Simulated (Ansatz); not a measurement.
# GaAs (F-43m): thermal expansion from first principles, part 3 of 4

Wanted: α(T), C_P(T) and B(T) of GaAs in the quasi-harmonic approximation.

What experiment has found for this phase:
- volume expansion coefficient 16.2 1e-6/K, heat capacity C_P per formula unit 46.8 J/mol/K and bulk modulus 74.8 GPa near room temperature (given in “High-Throughput Prediction of Finite-Temperature Properties using the Quasi-Harmonic Approximation”, 2016, arXiv:1603.06924)

Ansatz 0.2.0; DFT LDA, scalar-relativistic, plane waves, PAW (the session's first sound run).

So far, principal linear expansion coefficients at 298 K (× 1e-6/K): step 5 (phonons on strained cells, q-mesh 2×2×2) 4.78. Also isothermal bulk modulus at 298 K (GPa): step 5 71.0.

## 6. The quasi-harmonic study, q-mesh 4×4×4

The study relaxes the crystal at several strains, solves the phonons on some of them and minimises the free energy at each temperature (static energy, vibrations, the electrons in a metal, and PV under a set pressure); the q-mesh sets how far the force constants reach.

The input, input.yaml:

```yaml
crystal:
  lattice:
    - [0.0, 2.8015748695, 2.8015748695]
    - [2.8015748695, 0.0, 2.8015748695]
    - [2.8015748695, 2.8015748695, 0.0]
  atoms:
    - { symbol: Ga, position: [0.0, 0.0, 0.0] }
    - { symbol: As, position: [0.25, 0.25, 0.25] }
kpoints:
  mp_grid: { grid: [12, 12, 12] }
hamiltonian:
  xc: lda
scf:
  occupations: { method: fixed }
  lower_state_search: "off"
output:
  eigenvalues: true
phonons:
  method: dfpt
  qmesh: [4, 4, 4]
  temperatures: { t_max: 800.0, t_step: 50 }
  thermal_expansion: {}
```

Started as:

```sh
ansatz run input.yaml --threads 8 --pin off --max-ram 16384MiB --backend cpu --events-out ev --progress --plain --runs-dir out
```

Numbers of over 12 decimals in the logs are rounded to 6 here.

Output:

```text
[...]
Crystal: 2 atoms, lattice volume = 43.978 Å³
Basis set: ecut = 487.2 eV, 1067 PW (Γ), exchange–correlation on 60×60×60 points (8 copies of the dense FFT grid, shifted against one another)
Bands: 18, of which v1, the nominal top of the filled ones, is band 14 counted from 1 (13 counted from 0)
Symmetry: 24 space group operations
[...]
k-points: 72 of 1728 (time reversal used)
[...]
SCF iter   1: F=—  HF=-8481.302177 eV  |F-HF|=—  |Δ(HF+E_count)|=         —  Δρ=5.15e-3  dr2=7.67e-3  ethr=1.77e-3  ⟨swp⟩=4.8  Hψ=5404  notcnv=0  defer=130
[...]
SCF iter   8: F=-8481.298850 eV  HF=-8481.298850 eV  |F-HF|=1.82e-11  |Δ(HF+E_count)|=  1.46e-11  Δρ=1.97e-7  dr2=9.08e-12  ethr=1.00e-12  ⟨swp⟩=5.4  Hψ=7654  notcnv=0
SCF 1 converged in 8 iterations: F = -8481.298850 eV  dr2 = 9.08e-12
[...]
relax step   1: F+E_penalty+E_count = -8481.29885028 eV  Δ(F+E_penalty+E_count) = +0.000e0 eV  max|allowed force component| = 9.252e-17 eV/Å  Δτ_max = 0.0000 Å  (8 SCF iters, accepted)
SCF converged after 8 iterations
Free energy (F): -8481.298850 eV
[...]
Internal energy: -8481.298850 eV  (E = F + TS)
E sigma→0 (E₀):  -8481.298850 eV
Fermi energy:    8.239243 eV
[...]
--- Stress (GPa, compression-positive) ---
        0.002186       0.000000      -0.000000
       -0.000000       0.002186       0.000000
       -0.000000       0.000000       0.002186
  P = ⅓ Tr σ = 0.0022 GPa (0.022 kbar)
--- Band table (eV; the first three rows and the last of 72) ---
  k-point 0: bands = [... 10 lower, -4.7393, 8.2392, 8.2392, 8.2392, 8.7266, 11.9348, 11.9348, 11.9348]
  k-point 1: bands = [... 10 lower, -4.6543, 6.9862, 8.1200, 8.1200, 9.5855, 12.0886, 12.1099, 12.1099]
  k-point 2: bands = [... 10 lower, -4.4068, 5.4507, 7.8412, 7.8412, 9.8353, 12.4991, 12.4991, 12.8995]
  k-point 71: bands = [... 10 lower, -2.0650, 1.4380, 4.5563, 4.7471, 12.8927, 12.9013, 13.6279, 14.2081]
── thermal expansion: 3 new cells, 3 in all ──
thermal expansion: relaxation of cell 2
thermal expansion: relaxation of cell 3
── thermal expansion: 2 new cells, 5 in all ──
thermal expansion: relaxation of cell 4
thermal expansion: electrons of cell 4
thermal expansion: phonons of cell 4
thermal expansion: relaxation of cell 5
thermal expansion: electrons of cell 1
thermal expansion: electrons of cell 2
thermal expansion: electrons of cell 3
thermal expansion: electrons of cell 5
thermal expansion: phonons of cell 5
── thermal expansion: 5 new cells, 10 in all ──
thermal expansion: relaxation of cell 6
thermal expansion: relaxation of cell 7
thermal expansion: relaxation of cell 8
thermal expansion: relaxation of cell 9
thermal expansion: relaxation of cell 10
thermal expansion: electrons of cell 6
thermal expansion: electrons of cell 7
thermal expansion: electrons of cell 8
thermal expansion: electrons of cell 9
thermal expansion: electrons of cell 10
thermal expansion: phonons of cell 6
thermal expansion: phonons of cell 7
--- Relaxed structure (1 steps of the walk, 1 accepted, 0 SCFs on fresh bases) ---
  F+E_penalty+E_count = -8481.29885028 eV   max|allowed force component| = 9.252e-17 eV/Å
  atoms:
    - { symbol: Ga, position: [0.0, 0.0, 0.0] }
    - { symbol: As, position: [0.25, 0.25, 0.25] }
--- Thermal expansion: 10 cells in 3 rounds, 0 GPa ---
  no lower state was looked for at cell 4: scf.lower_state_search: off
  without vibrations: a 3.96206, b 3.96206, c 3.96206 Å, V 43.9794 Å³, B 74.25 GPa
  at 0 K: a 3.96702, b 3.96702, c 3.96702 Å, V 44.1445 Å³, B 73.30 GPa
  zero-point expansion: a +0.125, b +0.125, c +0.125, V +0.375 %
[...]
0.00    3.96702    3.96702    3.96702    44.1445 |    0.00    0.00    0.00    0.00 |   10.40 |     0.000     0.000 |    73.30    73.30
   100.00    3.96721    3.96721    3.96721    44.1510 |    2.43    2.43    2.43    7.29 |   14.91 |    29.348    29.338 |    72.98    73.00
   200.00    3.96885    3.96885    3.96885    44.2059 |    5.29    5.29    5.29   15.87 |   17.47 |    42.715    42.618 |    72.12    72.28
   298.15    3.97112    3.97112    3.97112    44.2818 |    6.23    6.23    6.23   18.69 |       - |    46.570    46.372 |    71.18    71.49
   350.00    3.97244    3.97244    3.97244    44.3257 |    6.50    6.50    6.50   19.50 |   19.12 |    47.548    47.297 |    70.68    71.05
   450.00    3.97509    3.97509    3.97509    44.4148 |    6.85    6.85    6.85   20.56 |   19.77 |    48.652    48.298 |    69.70    70.21
   550.00    3.97787    3.97787    3.97787    44.5079 |    7.10    7.10    7.10   21.31 |   20.27 |    49.279    48.819 |    68.71    69.36
   650.00    3.98074    3.98074    3.98074    44.6043 |    7.31    7.31    7.31   21.94 |   20.70 |    49.693    49.124 |    67.72    68.51
   750.00    3.98369    3.98369    3.98369    44.7036 |    7.51    7.51    7.51   22.52 |   21.08 |    50.002    49.319 |    66.73    67.65
   800.00    3.98520    3.98520    3.98520    44.7542 |    7.60    7.60    7.60   22.79 |   21.26 |    50.134    49.392 |    66.23    67.23
[...]
vibrations' free energy: its fit passes through its cells
[...]
free energies summed between the sampled wave vectors
[...]
band gaps on the cells' k-points are 0.222 to 0.715 eV
```

Elapsed: 21 min, on 8 threads of Arm Neoverse V1, shared host; peak memory 3.8 GiB.

This step gave:

```
volume expansion coefficient at 298 K            : 18.69 1e-6/K
C_P at 298 K                                     : 23.29 J/mol-atom/K
entropy at 298 K                                 : 32.68 J/mol-atom/K
isothermal bulk modulus at 298 K                 : 71.18 GPa
Grüneisen parameter at 298 K                     : 0.7650
volume at 298 K                                  : 22.14 Å³/atom
principal linear expansion coefficients at 298 K : 6.229, 6.229, 6.229 1e-6/K
```

Strained cells of the study; zero-point energy where phonons were solved; the pressures are stresses at a fixed cutoff and can carry an offset from the finite basis. Expansion cells, by row:

```
cell  |a| (Å)  |b| (Å)  |c| (Å)  V (Å³/atom)  E - E_lowest (meV/atom)  pressure, compression positive (GPa)  gap (eV)  zero-point energy (meV/atom)
   1    3.962    3.962    3.962        21.99                        0                                 -0.01    0.4873                             -
   2    3.994    3.994    3.994        22.52                    2.844                                -1.689    0.3076                             -
   3    3.931    3.931    3.931        21.47                    2.981                                 1.866    0.6702                             -
   4    3.962    3.962    3.962           22                        0                                -0.031    0.4852                         33.71
   5    3.982    3.982    3.982        22.33                    1.165                                -1.102    0.3723                         33.14
   6    3.973    3.973    3.973        22.17                    0.329                                -0.599    0.4262                         33.41
   7    3.993    3.993    3.993        22.52                    2.795                                -1.675    0.3091                         32.82
   8    3.923    3.923    3.923        21.35                    4.605                                 2.348    0.7145                             -
   9    3.943    3.943    3.943        21.67                    1.117                                 1.118    0.5993                             -
  10    4.009    4.009    4.009        22.78                     6.18                                -2.431    0.2221                             -
```

Quasi-harmonic; a, b, c are the run's own cell vectors. Expansion, by row:

```
T (K)  a (Å)  b (Å)  c (Å)  alpha (deg)  beta (deg)  gamma (deg)  cell volume (Å³/cell)  alpha_a (1e-6/K)  alpha_b (1e-6/K)  alpha_c (1e-6/K)  alpha_V (1e-6/K)  C_P (J/mol-atom/K)  C_V (J/mol-atom/K)  S (J/mol-atom/K)  B_T (GPa)  B_S (GPa)  Grueneisen  extrapolation  fit error (1e-6/K)
    0  3.967  3.967  3.967           60          60           60                  44.14                 0                 0                 0                 0                   0                   0                 0       73.3       73.3           -              0                   0
   50  3.967  3.967  3.967           60          60           60                  44.14             -0.07             -0.07             -0.07              -0.2               6.848               6.848             3.685      73.25      73.25      -0.029              0                   0
  100  3.967  3.967  3.967           60          60           60                  44.15              2.43              2.43              2.43              7.29               14.67               14.67             10.99      72.98         73       0.482              0                   0
  150  3.968  3.968  3.968           60          60           60                  44.17              4.28              4.28              4.28             12.85               19.11               19.09             17.89      72.57      72.66        0.65              0                0.01
  200  3.969  3.969  3.969           60          60           60                  44.21              5.29              5.29              5.29             15.87               21.36               21.31             23.73      72.12      72.28       0.715              0                0.01
  250   3.97   3.97   3.97           60          60           60                  44.24              5.87              5.87              5.87             17.61               22.58                22.5             28.64      71.65      71.88       0.747              0                0.01
298.1  3.971  3.971  3.971           60          60           60                  44.28              6.23              6.23              6.23             18.69               23.29               23.19             32.68      71.18      71.49       0.765              0                0.02
  300  3.971  3.971  3.971           60          60           60                  44.28              6.24              6.24              6.24             18.72               23.31               23.21             32.82      71.17      71.47       0.766              0                0.02
  350  3.972  3.972  3.972           60          60           60                  44.33               6.5               6.5               6.5              19.5               23.77               23.65             36.45      70.68      71.05       0.778              0                0.02
  400  3.974  3.974  3.974           60          60           60                  44.37              6.69              6.69              6.69             20.08               24.09               23.94             39.65      70.19      70.63       0.787              0                0.02
  450  3.975  3.975  3.975           60          60           60                  44.41              6.85              6.85              6.85             20.56               24.33               24.15              42.5       69.7      70.21       0.793              0                0.02
  500  3.976  3.976  3.976           60          60           60                  44.46              6.99              6.99              6.99             20.96                24.5                24.3             45.08      69.21      69.79       0.799              0                0.01
  550  3.978  3.978  3.978           60          60           60                  44.51               7.1               7.1               7.1             21.31               24.64               24.41             47.42      68.71      69.36       0.804              0                0.01
  600  3.979  3.979  3.979           60          60           60                  44.56              7.21              7.21              7.21             21.64               24.75                24.5             49.57      68.22      68.93       0.808              0                0.01
  650  3.981  3.981  3.981           60          60           60                   44.6              7.31              7.31              7.31             21.94               24.85               24.56             51.55      67.72      68.51       0.813              0                0.01
  700  3.982  3.982  3.982           60          60           60                  44.65              7.41              7.41              7.41             22.23               24.93               24.62              53.4      67.23      68.08       0.816              0                0.02
  750  3.984  3.984  3.984           60          60           60                   44.7              7.51              7.51              7.51             22.52                  25               24.66             55.12      66.73      67.65        0.82              0                0.03
  800  3.985  3.985  3.985           60          60           60                  44.75               7.6               7.6               7.6             22.79               25.07                24.7             56.73      66.23      67.23       0.824              0                0.04
```

Table of expansion coefficient by temperature; values in 1e-6/K:

```
temperature (K)  volume  principal 1
              0       0            0
             50    -0.2        -0.07
            100    7.29         2.43
            150    12.8         4.28
            200    15.9         5.29
            250    17.6         5.87
            298    18.7         6.23
            300    18.7         6.24
            350    19.5          6.5
            400    20.1         6.69
            450    20.6         6.85
            500    21.0         6.99
            550    21.3          7.1
            600    21.6         7.21
            650    21.9         7.31
            700    22.2         7.41
            750    22.5         7.51
            800    22.8          7.6
```

Changing the q-mesh (2×2×2 → 4×4×4) takes the volume expansion at 298 K from 14.3 to 18.7 × 10⁻⁶/K and B_T from 71.0 to 71.2 GPa.

## 7. A new level, relaxed again

The functional, the potentials or the cutoff change, so the crystal is relaxed again at the new setting.

This step: DFT PBE, scalar-relativistic, plane waves, PAW (Ansatz 0.2.0).

input.yaml, the sections that differ from step 6:

```yaml
hamiltonian:
  xc: pbe
output:
  forces: true
  stress: true
  eigenvalues: true
relax:
  adjacent_minimum: "off"
  f_tol: 0.001
  max_steps: 60
  cell: { stress_tol: 0.01 }
# crystal, kpoints, scf: as in step 6
# phonons: removed
```

Output:

```text
[...]
Crystal: 2 atoms, lattice volume = 43.978 Å³
Basis set: ecut = 420 eV, 869 PW (Γ), exchange–correlation on 54×54×54 points (8 copies of the dense FFT grid, shifted against one another)
Bands: 18, of which v1, the nominal top of the filled ones, is band 14 counted from 1 (13 counted from 0)
Symmetry: 24 space group operations
[...]
k-points: 72 of 1728 (time reversal used)
[...]
SCF iter   1: F=—  HF=-8639.807277 eV  |F-HF|=—  |Δ(HF+E_count)|=         —  Δρ=1.81e-3  dr2=2.44e-3  ethr=1.77e-3  ⟨swp⟩=4.7  Hψ=5482  notcnv=0  defer=124
[...]
SCF iter   6: F=-8639.806055 eV  HF=-8639.806055 eV  |F-HF|=5.16e-9  |Δ(HF+E_count)|=   4.56e-7  Δρ=3.38e-6  dr2=5.90e-9  ethr=3.57e-10  ⟨swp⟩=6.3  Hψ=6392  notcnv=0
SCF 1 converged in 6 iterations: F = -8639.806055 eV  dr2 = 5.90e-9
[...]
relax step   1: F+E_penalty+E_count = -8639.80605507 eV  Δ(F+E_penalty+E_count) = +0.000e0 eV  max|allowed force component| = 1.018e-16 eV/Å  Δτ_max = 0.0000 Å  P = +5.465 GPa  Ω = 43.978 Å³  (6 SCF iters, dr2 threshold 1.00e-7 eV, accepted)
Crystal: 2 atoms, lattice volume = 46.615 Å³
Basis set: ecut = 420 eV, 941 PW (Γ), exchange–correlation on 54×54×54 points (8 copies of the dense FFT grid, shifted against one another)
[...]
SCF iter   6: F=-8639.857419 eV  HF=-8639.857419 eV  |F-HF|=6.06e-9  |Δ(HF+E_count)|=   1.05e-7  Δρ=5.11e-6  dr2=1.73e-8  ethr=7.14e-10  ⟨swp⟩=5.9  Hψ=5966  notcnv=0
SCF 2 converged in 6 iterations: F = -8639.857419 eV  dr2 = 1.73e-8
relax step   2: F+E_penalty+E_count = -8639.85741936 eV  Δ(F+E_penalty+E_count) = -5.136e-2 eV  max|allowed force component| = 3.296e-17 eV/Å  Δτ_max = 0.0000 Å  P = +1.076 GPa  Ω = 46.615 Å³  energy of the carried Pulay correction = -5.749e-4 eV  (6 SCF iters, dr2 threshold 2.00e-7 eV, accepted)
Crystal: 2 atoms, lattice volume = 47.311 Å³
[...]
SCF iter   4: F=-8639.859865 eV  HF=-8639.859865 eV  |F-HF|=1.01e-7  |Δ(HF+E_count)|=   8.53e-7  Δρ=1.83e-5  dr2=8.90e-8  ethr=7.14e-10  ⟨swp⟩=8.7  Hψ=8055  notcnv=0
SCF 3 converged in 4 iterations: F = -8639.859865 eV  dr2 = 8.90e-8
relax step   3: F+E_penalty+E_count = -8639.85986550 eV  Δ(F+E_penalty+E_count) = -2.446e-3 eV  max|allowed force component| = 2.718e-17 eV/Å  Δτ_max = 0.0000 Å  P = +0.131 GPa  Ω = 47.311 Å³  energy of the carried Pulay correction = -7.209e-4 eV  (4 SCF iters, dr2 threshold 2.00e-7 eV, accepted)
[...]
relax step   4: F+E_penalty+E_count = -8639.85988671 eV  Δ(F+E_penalty+E_count) = -2.121e-5 eV  max|allowed force component| = 1.446e-17 eV/Å  Δτ_max = 0.0000 Å  P = +0.005 GPa  Ω = 47.409 Å³  energy of the carried Pulay correction = -7.413e-4 eV  (4 SCF iters, dr2 threshold 4.28e-8 eV, accepted)
Basis set: ecut = 420 eV, 941 PW (Γ), exchange–correlation on 60×60×60 points (8 copies of the dense FFT grid, shifted against one another)
[...]
SCF iter   9: F=-8639.860639 eV  HF=-8639.860639 eV  |F-HF|=0.00e0  |Δ(HF+E_count)|=  1.82e-12  Δρ=3.08e-9  dr2=2.43e-15  ethr=1.00e-12  ⟨swp⟩=6.8  Hψ=5920  notcnv=0
SCF 5 converged in 9 iterations: F = -8639.860639 eV  dr2 = 2.43e-15
relax step   5: F+E_penalty+E_count = -8639.86063855 eV  Δ(F+E_penalty+E_count) = -7.518e-4 eV  max|allowed force component| = 2.277e-17 eV/Å  Δτ_max = 0.0000 Å  P = +0.008 GPa  Ω = 47.409 Å³  stress off target by 7.69e-3 GPa  SCF on the basis re-selected at this cell (its energy is not comparable with the rows above)  (9 SCF iters)
[...]
SCF converged after 9 iterations
Free energy (F): -8639.860639 eV
[...]
Internal energy: -8639.860639 eV  (E = F + TS)
E sigma→0 (E₀):  -8639.860639 eV
Fermi energy:    7.542800 eV
[...]
--- Stress (GPa, compression-positive) ---
        0.007693      -0.000000      -0.000000
       -0.000000       0.007693       0.000000
       -0.000000       0.000000       0.007693
  P = ⅓ Tr σ = 0.0077 GPa (0.077 kbar)
--- Band table (eV; the first three rows and the last of 72) ---
  k-point 0: bands = [... 10 lower, -4.8495, 7.5428, 7.5428, 7.5428, 7.7042, 11.2688, 11.2688, 11.2688]
  k-point 1: bands = [... 10 lower, -4.7733, 6.2619, 7.4383, 7.4383, 8.6534, 11.3942, 11.4268, 11.4268]
  k-point 2: bands = [... 10 lower, -4.5515, 4.8425, 7.1902, 7.1902, 8.9817, 11.7846, 11.7846, 12.0830]
  k-point 71: bands = [... 10 lower, -2.5089, 1.1190, 4.2336, 4.4251, 11.9404, 12.2410, 12.8045, 13.5706]
--- Relaxed structure (4 steps of the walk, 4 accepted, 1 SCFs on fresh bases) ---
[...]
cell:  # Å, volume = 47.4087 Å³
    - [0, 2.872607, 2.872607]
    - [2.872607, 0, 2.872607]
    - [2.872607, 2.872607, 0]
  atoms:
    - { symbol: Ga, position: [0, 0, 0] }
    - { symbol: As, position: [0.25, 0.25, 0.25] }
```

Wall time 5.4 s (8 threads); peak memory 0.49 GiB; 38 s of CPU time.

Step by step:

```
step  energy less that of the first step (eV)  largest force component (eV/Å)  pressure (GPa)  volume (Å³)
   1                                   0.0000                          0.0000            5.47        43.98
   2                                  -0.0514                          0.0000            1.08        46.62
   3                                  -0.0538                          0.0000            0.13        47.31
   4                                  -0.0538                          0.0000            0.00        47.41
  5*                                  -0.0546                          0.0000            0.01        47.41
```

Relaxation steps marked * repeat the geometry before them on a plane-wave basis chosen anew for their cell, so energy and pressure can jump there.

Forces are held to the 24 operations that the run works with; a distortion that breaks them can't arise in this run.

```
conventional cell, symmetrised  before  after  change
                         a (Å)   5.603  5.745  +2.5 %
                         b (Å)   5.603  5.745  +2.5 %
                         c (Å)   5.603  5.745  +2.5 %
              volume (Å³/atom)   21.99  23.70  +7.8 %
```

Final coordinates:

```
Ga As
1.0
     0.00000    2.87261    2.87261
     2.87261    0.00000    2.87261
     2.87261    2.87261    0.00000
Ga As
1 1
Direct
  0.00000 0.00000 0.00000
  0.25000 0.25000 0.25000
```

This step gave:

```
pressure          : 0.007693 GPa
gap on the k-mesh : 0.1614 eV
volume per atom   : 23.70 Å³/atom
```

The residual pressure is 0.0077 GPa, small enough for phonons.

(Part 3 of 4 ends here.)

[Logs are printed without paths, hosts, clocks, repeated set-up lines and the standing remarks that a program may print on its own settings, such as how far it seeks lower states.]

[Hosts, paths, dates, database ids (printed as entryN), source tags and the programs' standing remarks are cut or masked in the printed files.]

[A step with changed settings may run another functional than the one named; its input shows which.]
